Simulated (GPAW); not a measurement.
**Ballistic transport through a Ge chain with one Se atom in line, cheap and dear**

Aim: T(E), conductance and thermopower of a Ge chain with one Se atom in line, and what cheaper settings cost in accuracy.

Method: GPAW LCAO, PAW setups; Landauer transmission from Green's functions with principal layers (ASE), zero bias, in GPAW 26.7.0.

This is a report of a sequence of runs, with most program output left out.

### 1. The structure

The cell holds 11 atoms: 10 Ge and 1 Se. Cell: a = 9.000 Å, b = 9.000 Å, c = 25.703 Å, α = 90.0°, β = 90.0°, γ = 90.0°. Regions: left lead, 5 atoms (5 Ge); channel, 1 atom (1 Se); right lead, 5 atoms (5 Ge). Vacuum lies along a and b. The structure is stacked along c, and the current runs across the ab planes.

### 2. GPAW, dzp

Localised orbitals split the wire into layers that couple to their neighbours alone, which is what the Green's function method needs; double zeta with polarisation is the usual level for numbers.

run.py reads:

```python
import json
import numpy as np
from ase import Atoms
from ase.transport.calculators import TransportCalculator
from gpaw import GPAW, FermiDirac
from gpaw.lcao.tools import get_lcao_hamiltonian
from scipy.linalg import eigh

# The junction with lead layers at both ends, along the third cell vector
device = Atoms(
    ['Ge', 'Ge', 'Ge', 'Ge', 'Ge', 'Se', 'Ge', 'Ge', 'Ge', 'Ge', 'Ge'],
    positions=[
        [4.50000, 4.50000, 1.17500],
        [4.50000, 4.50000, 3.52500],
        [4.50000, 4.50000, 5.87500],
        [4.50000, 4.50000, 8.22500],
        [4.50000, 4.50000, 10.57500],
        [4.50000, 4.50000, 12.85140],
        [4.50000, 4.50000, 15.12780],
        [4.50000, 4.50000, 17.47780],
        [4.50000, 4.50000, 19.82780],
        [4.50000, 4.50000, 22.17780],
        [4.50000, 4.50000, 24.52780]],
    cell=[[9.0, 0.0, 0.0], [0.0, 9.0, 0.0], [0.0, 0.0, 25.7028]],
    pbc=True)

# One principal layer of the lead: the first 3 atoms of the device
lead = Atoms(
    ['Ge', 'Ge', 'Ge'],
    positions=[
        [4.50000, 4.50000, 1.17500],
        [4.50000, 4.50000, 3.52500],
        [4.50000, 4.50000, 5.87500]],
    cell=[[9.0, 0.0, 0.0], [0.0, 9.0, 0.0], [0.0, 0.0, 7.05]],
    pbc=True)

settings = dict(mode='lcao', basis='dzp', xc='PBE', h=0.2,
                occupations=FermiDirac(0.1), maxiter=250,
                mixer=dict(beta=0.1, nmaxold=8, weight=100.0),
                convergence=dict(density=0.0001))
energies = np.arange(-3, 3 + 1e-9, 0.075)
eta = 0.0001
n1, n2 = 1, 1
# k and -k transmit alike, so half of the mesh across the current serves
mesh = [(i, j) for i in range(n1) for j in range(n2) if (i, j) <= (-i % n1, -j % n2)]
weights = np.array([1 if (i, j) == (-i % n1, -j % n2) else 2 for i, j in mesh]) / (n1 * n2)

# [... helper functions left out ...]
fermi_lead = ground_state(lead, (1, 1, 16), 'lead.txt')
fermi_device = ground_state(device, (1, 1, 3), 'device.txt')
# [... loop over the mesh left out, but for ...]
        # Shift the lead onto the potential of the device's first layer
        shift = ((H[:, 0, 0] - H0[:, 0, 0]) / S0[0, 0]).real.mean()
# [...]
kT = 8.617333e-5 * 77
bias = [0.1, 0.2, 0.5, 1.0, 1.5, 2.0]
# [... integrals and printing left out ...]
```

Started as:

```console
OMP_NUM_THREADS=1 OPENBLAS_NUM_THREADS=1 python run.py
```

Elapsed: 46 s, on 1 thread of Arm Neoverse N1, shared host; peak memory 0.83 GiB.

This step gave:

```yaml
conductance: 2.558 G₀
largest_coupling_past_the_next_principal_layer: 9.77e-6 eV
largest_misfit_of_the_first_principal_layer: 0.04799 eV
shift_that_aligns_the_lead: 0.04758 eV
basis_functions_of_the_junction: 143
basis_functions_of_a_principal_layer: 39
transmission_at_the_fermi_level_one_spin: 2.559
open_channels_of_the_lead_at_the_fermi_level_one_spin: 3
```

One spin. Table of transmission, zone mean by energy, zero at the Fermi level:

energy (eV), transmission, zone mean and a bar:
```
    -3.00       0.00 
    -2.85       0.83 ##########
    -2.70       0.97 ###########
    -2.55       1.00 ############
    -2.33       1.00 ############
    -2.17       1.00 ############
    -2.02       0.99 ############
    -1.88       0.99 ############
    -1.73       0.99 ############
    -1.57       0.99 ###########
    -1.35       0.98 ###########
    -1.20       0.98 ###########
    -1.05       1.15 #############
    -0.90       1.51 ##################
    -0.75       1.81 #####################
    -0.60       2.09 ########################
    -0.38       2.37 ############################
    -0.23       2.48 #############################
    -0.07       2.54 ##############################
     0.00       2.56 ##############################
     0.07       2.57 ##############################
     0.15       2.57 ##############################
     0.23       2.57 ##############################
     0.38       2.55 ##############################
     0.60       2.50 #############################
     0.75       2.45 #############################
     0.90       2.41 ############################
     1.05       2.38 ############################
     1.20       2.36 ###########################
     1.35       2.34 ###########################
     1.57       2.34 ###########################
     1.73       2.34 ###########################
     1.88       2.34 ###########################
     2.02       2.34 ###########################
     2.17       2.33 ###########################
     2.33       2.31 ###########################
     2.55       2.27 ##########################
     2.70       2.24 ##########################
     2.85       2.21 ##########################
     3.00       2.18 #########################
```

Crossings of the lead's bands, unfolded to its shortest repeat. Open channels, zone mean against energy, zero at the Fermi level:

energy (eV), open channels, zone mean and a bar:
```
  -3.0000       0.00 
  -2.7750       1.00 ##########
  -2.4750       1.00 ##########
  -2.2500       1.00 ##########
  -2.0250       1.00 ##########
  -1.7250       1.00 ##########
  -1.5000       1.00 ##########
  -1.2750       1.00 ##########
  -0.9750       3.00 ##############################
  -0.7500       3.00 ##############################
  -0.5250       3.00 ##############################
  -0.2250       3.00 ##############################
   0.0000       3.00 ##############################
   0.2250       3.00 ##############################
   0.5250       3.00 ##############################
   0.7500       3.00 ##############################
   0.9750       3.00 ##############################
   1.2750       3.00 ##############################
   1.5000       3.00 ##############################
   1.7250       3.00 ##############################
   2.0250       3.00 ##############################
   2.2500       3.00 ##############################
   2.4750       3.00 ##############################
   2.7750       3.00 ##############################
   3.0000       3.00 ##############################
```

Not self-consistent under bias; the bias window is split evenly. Current through one cell, from the zero-bias transmission against bias:

| bias (V) | current through one cell, from the zero-bias transmission (μA) |
| --- | --- |
| 0.100 | 19.8 |
| 0.200 | 39.6 |
| 0.500 | 98.6 |
| 1.000 | 194 |
| 1.500 | 281 |
| 2.000 | 358 |

The transmission of the three most open eigenchannels by energy, zero at the Fermi level:

| energy (eV) | channel 1 | channel 2 = channel 3 |
| --- | --- | --- |
| -3.00 | 2.9e-4 | 0 |
| -2.77 | 0.933 | 0 |
| -2.55 | 0.996 | 0 |
| -2.40 | 1.000 | 0 |
| -2.17 | 0.997 | 0 |
| -1.95 | 0.992 | 0 |
| -1.73 | 0.988 | 0 |
| -1.57 | 0.986 | 0 |
| -1.35 | 0.982 | 0 |
| -1.12 | 0.980 | 5.6e-10 |
| -0.90 | 0.977 | 0.268 |
| -0.75 | 0.976 | 0.415 |
| -0.53 | 0.974 | 0.613 |
| -0.30 | 0.971 | 0.729 |
| -0.07 | 0.969 | 0.786 |
| 0.00 | 0.968 | 0.795 |
| 0.07 | 0.967 | 0.801 |
| 0.30 | 0.965 | 0.800 |
| 0.53 | 0.963 | 0.777 |
| 0.75 | 0.961 | 0.745 |
| 0.90 | 0.960 | 0.725 |
| 1.12 | 0.959 | 0.703 |
| 1.35 | 0.958 | 0.694 |
| 1.57 | 0.957 | 0.693 |
| 1.73 | 0.956 | 0.693 |
| 1.95 | 0.955 | 0.693 |
| 2.17 | 0.954 | 0.686 |
| 2.40 | 0.953 | 0.672 |
| 2.55 | 0.952 | 0.659 |
| 2.77 | 0.951 | 0.639 |
| 3.00 | 0.950 | 0.616 |

Couplings past the next layer reach 9.8e-6 eV, small enough to drop; the matrix elements of the cell's first layer differ from the bulk lead's by up to 0.048 eV. That layer keeps its own values in the calculation, and only beyond it is the lead taken as perfect. The Fermi levels of lead and junction count from different zeros of potential, one for each periodic cell; with both set to zero, the small remaining shift is what aligns them. By hand: G = 2.558 × 77.48 μS = 198 μS, a resistance of 5.04 kΩ; at 0.1 V a linear junction would pass 19.8 μA, and the integral over the bias window gives 19.8 μA.

### 3. Single-zeta polarised basis

The second zeta is dropped, the polarisation orbitals stay.

Changes to run.py since step 2:

```diff
@@ -36,3 +36,3 @@
 
-settings = dict(mode='lcao', basis='dzp', xc='PBE', h=0.2,
+settings = dict(mode='lcao', basis='szp(dzp)', xc='PBE', h=0.2,
                 occupations=FermiDirac(0.1), maxiter=250,
```

The job ended after 42 s (1 thread; peak memory 0.81 GiB).

Numbers from this step:

```yaml
conductance: 2.572 G₀
largest_coupling_past_the_next_principal_layer: 9.47e-6 eV
largest_misfit_of_the_first_principal_layer: 0.05066 eV
shift_that_aligns_the_lead: 0.04825 eV
basis_functions_of_the_junction: 99
basis_functions_of_a_principal_layer: 27
transmission_at_the_fermi_level_one_spin: 2.572
```

One spin. Table of transmission, zone mean by energy, zero at the Fermi level:

| energy (eV) | transmission, zone mean |
| --- | --- |
| -3.00 | 0.999 |
| -2.77 | 0.985 |
| -2.55 | 0.977 |
| -2.40 | 0.973 |
| -2.17 | 0.968 |
| -1.95 | 0.965 |
| -1.73 | 0.962 |
| -1.57 | 0.960 |
| -1.35 | 0.958 |
| -1.12 | 0.956 |
| -0.90 | 1.48 |
| -0.75 | 1.77 |
| -0.53 | 2.22 |
| -0.30 | 2.45 |
| -0.07 | 2.55 |
| 0.00 | 2.57 |
| 0.07 | 2.58 |
| 0.15 | 2.59 |
| 0.30 | 2.58 |
| 0.53 | 2.54 |
| 0.75 | 2.47 |
| 0.90 | 2.43 |
| 1.12 | 2.38 |
| 1.35 | 2.36 |
| 1.57 | 2.35 |
| 1.73 | 2.35 |
| 1.95 | 2.34 |
| 2.17 | 2.32 |
| 2.40 | 2.28 |
| 2.55 | 2.25 |
| 2.77 | 2.21 |
| 3.00 | 2.16 |

Not self-consistent under bias; the bias window is split evenly. Table of current through one cell, from the zero-bias transmission by bias:

| bias (V) | current through one cell, from the zero-bias transmission (μA) |
| --- | --- |
| 0.100 | 19.9 |
| 0.200 | 39.8 |
| 0.500 | 99.1 |
| 1.000 | 195 |
| 1.500 | 283 |
| 2.000 | 360 |

The transmission of the three most open eigenchannels by energy, zero at the Fermi level:

| energy (eV) | channel 1 | channel 2 = channel 3 |
| --- | --- | --- |
| -3.0000 | 0.999 | 0 |
| -2.7750 | 0.985 | 0 |
| -2.4750 | 0.975 | 0 |
| -2.2500 | 0.970 | 0 |
| -2.0250 | 0.966 | 0 |
| -1.7250 | 0.962 | 0 |
| -1.5000 | 0.960 | 0 |
| -1.2750 | 0.957 | 0 |
| -0.9750 | 0.954 | 0.206 |
| -0.7500 | 0.952 | 0.411 |
| -0.5250 | 0.950 | 0.633 |
| -0.2250 | 0.946 | 0.774 |
| 0.0000 | 0.943 | 0.814 |
| 0.2250 | 0.941 | 0.825 |
| 0.5250 | 0.937 | 0.801 |
| 0.7500 | 0.935 | 0.769 |
| 0.9750 | 0.933 | 0.739 |
| 1.2750 | 0.931 | 0.716 |
| 1.5000 | 0.930 | 0.711 |
| 1.7250 | 0.929 | 0.710 |
| 2.0250 | 0.927 | 0.704 |
| 2.2500 | 0.926 | 0.692 |
| 2.4750 | 0.924 | 0.673 |
| 2.7750 | 0.922 | 0.642 |
| 3.0000 | 0.920 | 0.617 |

The conductance, 2.57 G₀, lies 0.5 % above that of the dzp run.

### 4. Minimal basis

The minimal basis is the cheapest rung: no second zeta and no polarisation.

Changes to run.py since step 3:

```diff
@@ -36,3 +36,3 @@
 
-settings = dict(mode='lcao', basis='szp(dzp)', xc='PBE', h=0.2,
+settings = dict(mode='lcao', basis='sz(dzp)', xc='PBE', h=0.2,
                 occupations=FermiDirac(0.1), maxiter=250,
```

Elapsed: 29 s, on 1 thread; peak memory 0.77 GiB.

Numbers from this step:

```yaml
conductance: 2.576 G₀
largest_coupling_past_the_next_principal_layer: 9.36e-6 eV
largest_misfit_of_the_first_principal_layer: 0.03911 eV
shift_that_aligns_the_lead: 0.03186 eV
basis_functions_of_the_junction: 44
basis_functions_of_a_principal_layer: 12
transmission_at_the_fermi_level_one_spin: 2.577
```

One spin. Transmission, zone mean against energy, zero at the Fermi level:

| energy (eV) | transmission, zone mean |
| --- | --- |
| -3.00 | 0.997 |
| -2.85 | 0.989 |
| -2.70 | 0.981 |
| -2.55 | 0.976 |
| -2.33 | 0.969 |
| -2.17 | 0.965 |
| -2.02 | 0.962 |
| -1.88 | 0.960 |
| -1.73 | 0.957 |
| -1.57 | 0.955 |
| -1.35 | 0.952 |
| -1.20 | 0.950 |
| -1.05 | 1.16 |
| -0.90 | 1.58 |
| -0.75 | 1.87 |
| -0.60 | 2.15 |
| -0.38 | 2.41 |
| -0.23 | 2.51 |
| -0.07 | 2.56 |
| 0.00 | 2.58 |
| 0.07 | 2.59 |
| 0.15 | 2.59 |
| 0.23 | 2.59 |
| 0.38 | 2.57 |
| 0.60 | 2.51 |
| 0.75 | 2.46 |
| 0.90 | 2.41 |
| 1.05 | 2.36 |
| 1.20 | 2.32 |
| 1.35 | 2.29 |
| 1.57 | 2.25 |
| 1.73 | 2.23 |
| 1.88 | 2.21 |
| 2.02 | 2.19 |
| 2.17 | 2.16 |
| 2.33 | 2.13 |
| 2.55 | 2.07 |
| 2.70 | 2.03 |
| 2.85 | 1.98 |
| 3.00 | 1.93 |

The conductance, 2.58 G₀, lies 0.7 % above that of the dzp run.

### 5. RPBE in the dzp basis: xc = "RPBE"

Back in the dzp basis, the functional changes from PBE to RPBE, to set the spread between functionals beside that between bases.

Changes to run.py since step 4:

```diff
@@ -36,3 +36,3 @@
 
-settings = dict(mode='lcao', basis='sz(dzp)', xc='PBE', h=0.2,
+settings = dict(mode='lcao', basis='dzp', xc='RPBE', h=0.2,
                 occupations=FermiDirac(0.1), maxiter=250,
```

The job ended after 48 s (1 thread; peak memory 0.83 GiB).

Numbers from this step:

* conductance: 2.553 G₀
* largest coupling past the next principal layer: 9.83e-6 eV
* largest misfit of the first principal layer: 0.04830 eV
* shift that aligns the lead: 0.05108 eV
* basis functions of the junction: 143
* basis functions of a principal layer: 39
* transmission at the Fermi level (one spin): 2.553

One spin. The transmission, zone mean by energy, zero at the Fermi level:

| energy (eV) | transmission, zone mean |
| --- | --- |
| -3.00 | 2.2e-6 |
| -2.77 | 0.828 |
| -2.55 | 0.983 |
| -2.40 | 0.997 |
| -2.17 | 0.999 |
| -1.95 | 0.996 |
| -1.73 | 0.992 |
| -1.57 | 0.989 |
| -1.35 | 0.986 |
| -1.12 | 0.983 |
| -0.90 | 1.52 |
| -0.75 | 1.81 |
| -0.53 | 2.20 |
| -0.30 | 2.42 |
| -0.07 | 2.53 |
| 0.00 | 2.55 |
| 0.07 | 2.56 |
| 0.15 | 2.57 |
| 0.30 | 2.56 |
| 0.53 | 2.51 |
| 0.75 | 2.44 |
| 0.90 | 2.40 |
| 1.12 | 2.36 |
| 1.35 | 2.34 |
| 1.57 | 2.33 |
| 1.73 | 2.34 |
| 1.95 | 2.33 |
| 2.17 | 2.32 |
| 2.40 | 2.29 |
| 2.55 | 2.27 |
| 2.77 | 2.22 |
| 3.00 | 2.18 |

The conductance, 2.55 G₀, lies 0.2 % below that of the dzp run.

### 6. The ladder

Times are for 1 thread of Arm Neoverse N1, shared host. The series side by side:

| no. | run | conductance (G₀) | time | memory (GiB) |
| --- | --- | --- | --- | --- |
| 1 | dzp | 2.558 | 46 s | 0.83 |
| 2 | szp | 2.572 | 42 s | 0.81 |
| 3 | sz | 2.576 | 29 s | 0.77 |
| 4 | dzp RPBE | 2.553 | 48 s | 0.83 |

### 7. The levels side by side

The curves are compared point by point over the common energies.

This step: comparison of transmission and cost over codes and levels (GPAW 26.7.0).

Ladder, by row:

| step | code | T at the Fermi level (sum over the listed spins) | conductance (G0) | r.m.s. T(E) from the first | wall time (s) | peak memory (GiB) | threads |
| --- | --- | --- | --- | --- | --- | --- | --- |
| dzp | GPAW | 2.559 | 2.558 | 0 | 46.49 | 0.83 | 1 |
| szp | GPAW | 2.572 | 2.572 | 0.1328 | 41.54 | 0.81 | 1 |
| sz | GPAW | 2.577 | 2.576 | 0.1597 | 29.1 | 0.77 | 1 |
| dzp-RPBE | GPAW | 2.553 | 2.553 | 0.05843 | 47.78 | 0.83 | 1 |

Table of transmission, zone mean, sum over the listed spins by energy, zero at the Fermi level:

| energy (eV) | dzp | szp | sz | dzp-RPBE |
| --- | --- | --- | --- | --- |
| -3.000 | 2.9e-4 | 0.999 | 0.997 | 2.2e-6 |
| -2.475 | 0.999 | 0.975 | 0.973 | 0.993 |
| -2.025 | 0.994 | 0.966 | 0.962 | 0.997 |
| -1.500 | 0.984 | 0.960 | 0.954 | 0.988 |
| -0.975 | 1.37 | 1.37 | 1.43 | 1.38 |
| -0.525 | 2.20 | 2.22 | 2.26 | 2.20 |
| 0.000 | 2.56 | 2.57 | 2.58 | 2.55 |
| 0.150 | 2.57 | 2.59 | 2.59 | 2.57 |
| 0.525 | 2.52 | 2.54 | 2.53 | 2.51 |
| 0.975 | 2.39 | 2.41 | 2.38 | 2.38 |
| 1.500 | 2.34 | 2.35 | 2.26 | 2.33 |
| 2.025 | 2.34 | 2.34 | 2.19 | 2.33 |
| 2.475 | 2.28 | 2.27 | 2.09 | 2.28 |
| 3.000 | 2.18 | 2.16 | 1.93 | 2.18 |

### 8. SCF mesh 1×1×1, broadening 0.01

The SCF mesh sets the Fermi level of the repeated cell. The broadening keeps the Green's functions finite; too large a value absorbs electrons where channels are open and leaks them where none are.

This step: GPAW LCAO, PAW setups; Landauer transmission from Green's functions with principal layers (ASE), zero bias (GPAW 26.7.0).

Changes to run.py since step 5:

```diff
@@ -36,3 +36,3 @@
 
-settings = dict(mode='lcao', basis='dzp', xc='RPBE', h=0.2,
+settings = dict(mode='lcao', basis='dzp', xc='PBE', h=0.2,
                 occupations=FermiDirac(0.1), maxiter=250,
@@ -41,3 +41,3 @@
 energies = np.arange(-3, 3 + 1e-9, 0.075)
-eta = 0.0001
+eta = 0.01
 n1, n2 = 1, 1
@@ -49,3 +49,3 @@
 fermi_lead = ground_state(lead, (1, 1, 16), 'lead.txt')
-fermi_device = ground_state(device, (1, 1, 3), 'device.txt')
+fermi_device = ground_state(device, (1, 1, 1), 'device.txt')
 # [... loop over the mesh left out, but for ...]
```

It took 45 s on 1 thread; peak memory 0.82 GiB.

The run finished with changed settings (scf_mesh = [1, 1, 1] and eta = 0.01); it serves as a test.

Side by side:

| quantity | this run | sound run | difference |
| --- | --- | --- | --- |
| conductance (G₀) | 2.3707 | 2.5583 | -0.188 |
| largest misfit of the first principal layer (eV) | 0.082598 | 0.047986 | 0.0346 |
| shift that aligns the lead (eV) | -0.21234 | 0.047578 | -0.260 |
| transmission at the Fermi level (one spin) | 2.3714 | 2.5588 | -0.187 |

The shift that aligns the lead changes sign: -0.212 eV against 0.0476 eV.

[end of part 1 of 2]

[Logs are printed without paths, hosts, clocks, repeated set-up lines and the standing remarks that a program may print on its own settings, such as how far it seeks lower states.]

[Hosts, paths, dates, database ids (printed as entryN), source tags and the programs' standing remarks are cut or masked in the printed files.]
